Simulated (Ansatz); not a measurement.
## TiRe (Pm-3m): from the cell to its phonons

The cell of TiRe (Pm-3m) is at rest. What are its phonons? After the zone centre comes a 4×4×4 q mesh on a 16×16×16 k mesh.

Main program and level: Ansatz 0.2.0; DFT PBEsol, scalar-relativistic, plane waves, PAW; PAW set soft_1.

## (1) The starting structure

It takes space group Pm-3m (No. 221, cubic). Conventional cell: a = 3.083 Å, b = 3.083 Å, c = 3.083 Å, α = 90.00°, β = 90.00°, γ = 90.00°. Nearest to Ti lie 8 Re at 2.67 Å. Nearest to Re lie 8 Ti at 2.67 Å. Farther neighbours are not listed.

## (2) Modes at Γ

The cell comes from relaxations at this level that are not shown. The zone centre comes first: it holds the modes that light can see, as far as symmetry allows. No field response is asked, since the mesh shows no gap.

File input.yaml:

```yaml
crystal:
  lattice:
    - [3.0829925603, 0.0, 0.0]
    - [0.0, 3.0829925603, 0.0]
    - [0.0, 0.0, 3.0829925603]
  atoms:
    - { symbol: Ti, position: [0.5, 0.5, 0.5] }
    - { symbol: Re, position: [0.0, 0.0, 0.0] }
kpoints:
  mp_grid: { grid: [16, 16, 16] }
hamiltonian:
  xc: pbesol
  pseudopotentials: { kind: paw, azcp: { folder: soft_1 }, xc_functional: pbe }
scf:
  occupations: { method: methfessel_paxton, width: 0.2 }
output:
  eigenvalues: true
phonons:
  method: dfpt
```

Command:

```bash
$ ansatz run input.yaml --threads 4 --pin off --max-ram 10240MiB --backend cpu --events-out ev --progress --plain --runs-dir out
```

Numbers of over 12 decimals in the logs are rounded to 6 here.

Output:

```text
Engine: ansatz 0.2.0, aarch64-unknown-linux-gnu
Pseudopotentials: kind: paw
Pseudopotential: Ti, paw, valence charge 12, recommended cutoff 420 eV (normal), soft_1/Ti.paw.azcp
Pseudopotential: Re, paw, valence charge 15, recommended cutoff 420 eV (normal), soft_1/Re.paw.azcp
Functional definition: PBEsol
  exchange = pbesol_x
  correlation = pbesol_c
Crystal: 2 atoms, lattice volume = 29.303 Å³
Basis set: ecut = 420 eV, 587 PW (Γ), exchange–correlation on 48×48×48 points (8 copies of the dense FFT grid, shifted against one another)
Bands: 18, of which v1, the nominal top of the filled ones, is band 14 counted from 1 (13 counted from 0)
Symmetry: 48 space group operations
k-points: 405 of 4096 (irreducible under 8 space group operations, time reversal used)
Non-local potential: Ti, projectors of the file, l = 0: 3, l = 1: 2, l = 2: 3, l = 3: 1
Non-local potential: Re, projectors of the file, l = 0: 3, l = 1: 2, l = 2: 2, l = 3: 1
PAW form: soft (Blöchl's): semilocal exchange-correlation on the pseudo side does not see the compensation charge
PAW frozen core: Ti, regenerated for the run's functional, and the local potential with it (the file was generated under x = pbe(κ = 0.804, μ = 0.219515), c = pbe(β = 0.066725))
PAW frozen core: Re, regenerated for the run's functional, and the local potential with it (the file was generated under x = pbe(κ = 0.804, μ = 0.219515), c = pbe(β = 0.066725))
PAW one-centre angular grid: Ti, 590 points (default); XC on 64 Gauss nodes
PAW one-centre angular grid: Re, 590 points (default); XC on 64 Gauss nodes
Initial density: superposition of atomic densities (chi_scale 0.1, normalization cell, long waves kept (reshape's long-wave potential 0.00 eV rms))
Initial wavefunctions: pseudopotential atomic-orbital guess
Functional: x = pbesol(κ = 0.804, μ = 0.123457), c = pbesol(β = 0.046)
SCF iter   1: F=—  HF=-13213.703489 eV  |F-HF|=—  |Δ(HF+E_count)|=         —  Δρ=8.28e-2  dr2=2.88e0  ethr=3.10e-3  ⟨swp⟩=4.0  Hψ=28084  notcnv=0
preconditioner: auto → none  [metal: Δε(μ)=0.010 eV  Ē_g=5.140 eV  σ=0.200 eV  W_gap=0.04  n_scr=6 (ndim 8)  ℏωp=22.8 eV  f_vac=0.000  D(μ)=1.84/eV (n_scr^D=18)  sad-step TF]
SCF iter   2: F=—  HF=-13213.316592 eV  |F-HF|=—  |Δ(HF+E_count)|=   3.87e-1  S|Δr|=    0.00e0  Δρ=5.70e-2  dr2=1.49e0  ethr=3.10e-3  ⟨swp⟩=2.3  Hψ=12799  notcnv=0  defer=26
SCF iter   3: F=—  HF=-13213.065937 eV  |F-HF|=—  |Δ(HF+E_count)|=   2.51e-1  S|Δr|=    0.00e0  Δρ=5.00e-3  dr2=9.09e-3  ethr=3.10e-3  ⟨swp⟩=2.0  Hψ=11063  notcnv=0  defer=23
SCF iter   4: F=—  HF=-13213.065495 eV  |F-HF|=—  |Δ(HF+E_count)|=   4.43e-4  S|Δr|=    0.00e0  Δρ=1.03e-3  dr2=2.13e-4  ethr=3.36e-5  ⟨swp⟩=2.5  Hψ=13021  notcnv=0  defer=8
SCF iter   5: F=—  HF=-13213.065488 eV  |F-HF|=—  |Δ(HF+E_count)|=   6.58e-6  S|Δr|=    0.00e0  Δρ=1.49e-4  dr2=9.75e-6  ethr=7.87e-7  ⟨swp⟩=2.6  Hψ=11200  notcnv=0  defer=8
SCF iter   6: F=—  HF=-13213.065487 eV  |F-HF|=—  |Δ(HF+E_count)|=   1.12e-6  S|Δr|=    0.00e0  Δρ=1.45e-5  dr2=1.03e-7  ethr=3.61e-8  ⟨swp⟩=2.0  Hψ=8105  notcnv=0  defer=8
SCF iter   7: F=—  HF=-13213.065488 eV  |F-HF|=—  |Δ(HF+E_count)|=   1.57e-6  S|Δr|=    0.00e0  Δρ=1.50e-6  dr2=7.20e-10  ethr=3.82e-10  ⟨swp⟩=2.1  Hψ=9383  notcnv=0  defer=4
SCF iter   8: F=-13213.065488 eV  HF=-13213.065488 eV  |F-HF|=3.64e-12  |Δ(HF+E_count)|=  1.11e-10  S|Δr|=    0.00e0  Δρ=1.50e-7  dr2=5.34e-12  ethr=1.00e-12  ⟨swp⟩=4.3  Hψ=33106  notcnv=0
SCF 1 converged in 8 iterations: F = -13213.065488 eV  dr2 = 5.34e-12
  greatest PAW one-centre occupation: 0.999 electrons in one spin orbital (limit 2), on the Re atom at site 1 (counted from 0), in its partial waves of l = 0
DFPT response loops at Γ: preconditioner auto → Kerker (q_TF=auto, 2.691 Å⁻¹) (partly filled bands, converged f_vac=0.000); β = 1.00, the filter's whole step (`scf.mixing.beta` (0.50) is not read by the response loops under this deck's `scf.mixing.preconditioner`; to damp them name `kerker` or `kerker_dos`, under which they read `scf.mixing.beta`, and type it under 1.00, their step now; both keys bind the ground state too); Broyden in place of MSR1
SCF converged after 8 iterations
Stability not checked: this state was not tested for a lower state beside it, because cold or Methfessel-Paxton smearing, or corrected tetrahedra, fill the levels in a way that the test cannot read (fill_not_monotonic; see scf.lower_state_search)
Free energy (F): -13213.065488 eV
Harris-Foulkes:  -13213.065488 eV  (|F-HF|=3.64e-12)
Internal energy: -13213.068136 eV  (E = F + TS)
E sigma→0 (E₀):  -13213.066150 eV
Entropy (-TS):   0.002648 eV (1.324 meV/atom)
Fermi energy:    19.434266 eV
--- Per-component energies (eV) ---
  E_band       = -208.381911
  E_kinetic    = 806.593286
  E_local      = -1568.375767  (includes V_loc(G=0)·N_el)
  E_nonlocal   = 145.972317
  E_hartree    = 586.058496
  E_xc         = -470.554849
  E_vxc        = -436.516476  (∫ρ·V_xc dr)
  E_paw        = -9593.920421  (= ΣΔE_a)
  E_vpaw       = -328.172278  (= ΣTr[D̂ρ^β])
  E_aug_tail   = -0.000018  (compensation charges beyond the density's cutoff)
  E_ewald      = -3119.213890
  E_core_change = 0.372711  (= ΣΔE_core)
  E_smearing   = 0.002648  (= −TS)
  E_closure    = -0.000000  (closes the sum)
  Σ components = -13213.065488   (vs F -13213.065488, Δ=0.00e0)
--- Band table (eV; the first three rows and the last of 405) ---
  k-point 0: bands = [... 10 lower, 15.0657, 19.4175, 19.4175, 19.4175, 22.4602, 22.4602, 24.4450, 24.4450]
  k-point 1: bands = [... 10 lower, 15.1349, 19.4017, 19.4017, 19.4533, 22.3602, 22.4954, 24.2082, 24.2082]
  k-point 2: bands = [... 10 lower, 15.3349, 19.3592, 19.3592, 19.5598, 22.0729, 22.5965, 23.6473, 23.6473]
  k-point 404: bands = [... 10 lower, 16.8509, 18.7736, 18.7736, 18.7736, 22.6759, 22.6759, 23.3833, 23.3833]
--- Phonons (Γ-DFPT): 2 representative perturbations + reference, on 405 of 4096 k-points (Σ response iterations 6) ---
  k mesh reduced under 8 symmetry operations, with k and −k counted as one. Each operation leaves every solved perturbation unchanged. A smaller set is not used because it would not reduce the number of displacements times k-points to solve
  ASR residual: 8.226e-5 → 0.000e0 eV/Å²; symmetrization residual: 6.207e-6 eV/Å²
  ASR residual per site (eV/Å²): 8.23e-5 7.25e-5
  Γ frequencies (cm⁻¹): 0.00 0.00 0.00 278.73 278.73 278.73
  non-analytic LO–TO correction: not included (Born effective charges unavailable; polar crystals: no LO–TO splitting at Γ)
```

Elapsed: 28 s, on 4 threads of Arm Neoverse N1, shared host; peak memory 0.91 GiB; 1.7 min of CPU time.

The column dr2 measures how far the density is from self-consistency, as an energy; F and HF (Harris–Foulkes) agree once it is small.

This step gave:

```yaml
volume_per_atom: 14.65 Å³
gap_on_the_k_mesh: 0 eV
sum_rule_residual_before_enforcement: 8.23e-5 eV/Å²
point_group: m-3m
highest_optical_mode_at_the_zone_centre_no_lo_to_term: 278.7 cm⁻¹
lowest_optical_zone_centre_mode: 278.7 cm⁻¹
```

Patterns of degenerate modes are one choice out of their space. Modes at Γ, with each element's share of the kinetic energy:

```tsv
mode	frequency (cm⁻¹)	symmetry	Ti %	Re %
1	0.0	acoustic	20	80
2	0.0	acoustic	20	80
3	0.0	acoustic	20	80
4	278.7	T1u	80	20
5	278.7	T1u	80	20
6	278.7	T1u	80	20
```

Displacements in mode 5 (278.7 cm⁻¹), the largest set to 1:
```
Ti1  0.00  0.00  1.00
Re2  0.00  0.00 -0.26
```

Before it was imposed, the acoustic sum rule was missed by 8.2e-5 eV/Å². Small misses are needed for a sound result but don't prove that mesh and cutoff are converged. The lowest optical mode is real, 279 cm⁻¹.

## (3) Phonons on a q mesh

Stability and thermal properties need the whole zone. Linear response on a 4×4×4 q mesh gives force constants as far as a supercell of that size would.

input.yaml: that of step 2 with these lines changed.

```diff
@@ -19 +19,8 @@
   method: dfpt
+  qmesh: [4, 4, 4]
+  temperatures: { t_max: 1000, t_step: 50 }
+  qpath:
+    path:
+      - [[0.0, 0.0, 0.0], [0.0, 0.5, 0.0], [0.5, 0.5, 0.0], [0.0, 0.0, 0.0], [0.5, 0.5, 0.5], [0.0, 0.5, 0.0]]
+      - [[0.5, 0.5, 0.5], [0.5, 0.5, 0.0]]
+    npoints: 10
```

Output:

```text
[...]
Crystal: 2 atoms, lattice volume = 29.303 Å³
Basis set: ecut = 420 eV, 587 PW (Γ), exchange–correlation on 48×48×48 points (8 copies of the dense FFT grid, shifted against one another)
Bands: 18, of which v1, the nominal top of the filled ones, is band 14 counted from 1 (13 counted from 0)
Symmetry: 48 space group operations
k-points: 165 of 4096
[...]
SCF iter   1: F=—  HF=-13213.703502 eV  |F-HF|=—  |Δ(HF+E_count)|=         —  Δρ=8.28e-2  dr2=2.88e0  ethr=3.10e-3  ⟨swp⟩=4.0  Hψ=11442  notcnv=0
[...]
SCF iter   8: F=-13213.065488 eV  HF=-13213.065488 eV  |F-HF|=7.28e-12  |Δ(HF+E_count)|=  1.07e-10  S|Δr|=    0.00e0  Δρ=1.47e-7  dr2=5.04e-12  ethr=1.00e-12  ⟨swp⟩=4.3  Hψ=13502  notcnv=0
SCF 1 converged in 8 iterations: F = -13213.065488 eV  dr2 = 5.04e-12
[...]
phonons: the bands overlap, so this run is a metal and interpolates without the dipole-dipole term. If the crystal is really an insulator or semiconductor, its LO-TO splitting is missing
NSCF: frozen V_eff on 165 k-points
[...]
DFPT response loops at q = (0, 0, 0) (fractional): preconditioner auto → Kerker (q_TF=auto, 2.691 Å⁻¹) (partly filled bands, converged f_vac=0.000); β = 1.00, the filter's whole step (`scf.mixing.beta` (0.50) is not read by the response loops under this deck's `scf.mixing.preconditioner`; to damp them name `kerker` or `kerker_dos`, under which they read `scf.mixing.beta`, and type it under 1.00, their step now; both keys bind the ground state too); Broyden in place of MSR1
[...]
SCF converged after 8 iterations
[...]
Free energy (F): -13213.065488 eV
[...]
Internal energy: -13213.068136 eV  (E = F + TS)
E sigma→0 (E₀):  -13213.066150 eV
Entropy (-TS):   0.002648 eV (1.324 meV/atom)
Fermi energy:    19.434266 eV
[...]
--- Band table (eV; the first three rows and the last of 165) ---
  k-point 0: bands = [... 10 lower, 15.0657, 19.4175, 19.4175, 19.4175, 22.4602, 22.4602, 24.4450, 24.4450]
  k-point 1: bands = [... 10 lower, 15.1349, 19.4017, 19.4017, 19.4533, 22.3602, 22.4954, 24.2082, 24.2082]
  k-point 2: bands = [... 10 lower, 15.3349, 19.3592, 19.3592, 19.5598, 22.0729, 22.5965, 23.6473, 23.6473]
  k-point 164: bands = [... 10 lower, 16.8509, 18.7736, 18.7736, 18.7736, 22.6759, 22.6759, 23.3833, 23.3833]
--- Phonons (Γ-DFPT): 2 representative perturbations + reference (Σ response iterations 6) ---
  ASR residual: 8.581e-5 → 0.000e0 eV/Å²; symmetrization residual: 4.973e-6 eV/Å²
  ASR residual per site (eV/Å²): 8.58e-5 6.42e-5
  Γ frequencies (cm⁻¹): 0.00 0.00 0.00 278.73 278.73 278.73
--- Phonons (arbitrary-q DFPT): 10 irreducible q on the 4×4×4 mesh ---
  q = [0.0000, 0.0000, 0.0000] (star 1, of the zone-centre solve; hermiticity 9.14e-7, symmetrization 5.58e-13): -0.00 -0.00 0.00 278.73 278.73 278.73
  q = [0.0000, 0.0000, 0.2500] (star 6, 4 solved perturbations in 4032 linear systems a pass and spin channel, the states on 1296 of 4096 k-point pairs; hermiticity 5.95e-7, symmetrization 6.55e-14): 65.47 65.47 127.35 246.22 246.22 302.22
[...]
q = [0.0000, 0.2500, -0.5000] (star 12, 6 solved perturbations on 1296 of 4096 k-point pairs; hermiticity 9.60e-7, symmetrization 1.13e-14): 126.74 137.83 145.65 224.02 273.48 327.20
[...]
sum rule: each row above includes the acoustic sum rule's correction from the zone centre's row sums; it moved no ω² by more than (0.70 cm⁻¹)²
  mesh force constants: q→R imaginary residual 1.76e-18; ASR residual 8.581e-5 → 0.000e0 eV/Å²; symmetrization residual 1.066e-14 eV/Å²
  interpolated dispersion: 62 rows × 6 modes
  density of states and harmonic sums: on the 20×20×20 q-mesh, interpolated from the force constants of a 4×4×4 supercell (no non-analytic term)
  largest difference from the sums on the solved wave vectors: F 1.18e-2 eV, S 1.58e-5 and C_V 4.01e-6 eV/K
  zero-point energy: 0.075031 eV/cell   skipped modes (ω ≤ 0): 3   left out of the sums: 6.25e-5 of the cell's modes: C_V's classical limit lies that fraction below 3 k_B per atom; for a crystal, a wire or a layer, F and S can be off by more, and a phonons.interpolated_qmesh denser along its periods is the remedy for the sampling
```

Wall time 15 min (4 threads); peak memory 3.1 GiB.

This step gave:

```yaml
sum_rule_residual_before_enforcement: 8.58e-5 eV/Å²
lowest_frequency_on_the_path: 0 cm⁻¹
highest_frequency_on_the_path_or_at_a_solved_wavevector: 338.6 cm⁻¹
mean_frequency: 201.7 cm⁻¹
debye_temperature_second_moment: 404 K
logarithmic_mean_frequency: 183.7 cm⁻¹
lowest_mode_on_the_q_mesh_acoustic_modes_at_gamma_apart: 65.47 cm⁻¹
zero_point_energy_per_atom: 37.52 meV
heat_capacity_at_300_k: 22.85 J/(mol atoms K)
vibrational_entropy_at_300_k: 29.19 J/(mol atoms K)
edges_of_the_widest_gap_between_branches_on_path_and_mesh: 168.1, 193.1 cm⁻¹
```

Frequencies (cm⁻¹) solved at each irreducible wavevector; negative means imaginary. Frequencies by wavevector, by row:

```tsv
q in reciprocal lattice units	star	mode 1	mode 2	mode 3	mode 4	mode 5	mode 6
0 0 0	1	0	0	0	278.7	278.7	278.7
0 0 0.25	6	65.5	65.5	127.3	246.2	246.2	302.2
0 0 -0.5	3	116.3	116.3	168.1	193.1	193.1	338.6
0 0.25 0.25	12	100.8	101.7	145.2	243	276.6	300.1
0 0.25 -0.5	12	126.7	137.8	145.7	224	273.5	327.2
0 -0.5 -0.5	3	135.2	135.2	161.8	256	308.7	308.7
0.25 0.25 0.25	8	116.9	116.9	140.7	275.9	275.9	284.9
0.25 0.25 -0.5	12	131.9	135.2	143	251.9	292.3	316.9
0.25 -0.5 -0.5	6	138.9	138.9	141.7	266.8	306.2	306.2
-0.5 -0.5 -0.5	1	140.5	140.5	140.5	307.7	307.7	307.7
```

(Part 1 of 2 ends here.)

[Logs are printed without paths, hosts, clocks, repeated set-up lines and the standing remarks that a program may print on its own settings, such as how far it seeks lower states.]

[Hosts, paths, dates, database ids (printed as entryN), source tags and the programs' standing remarks are cut or masked in the printed files.]
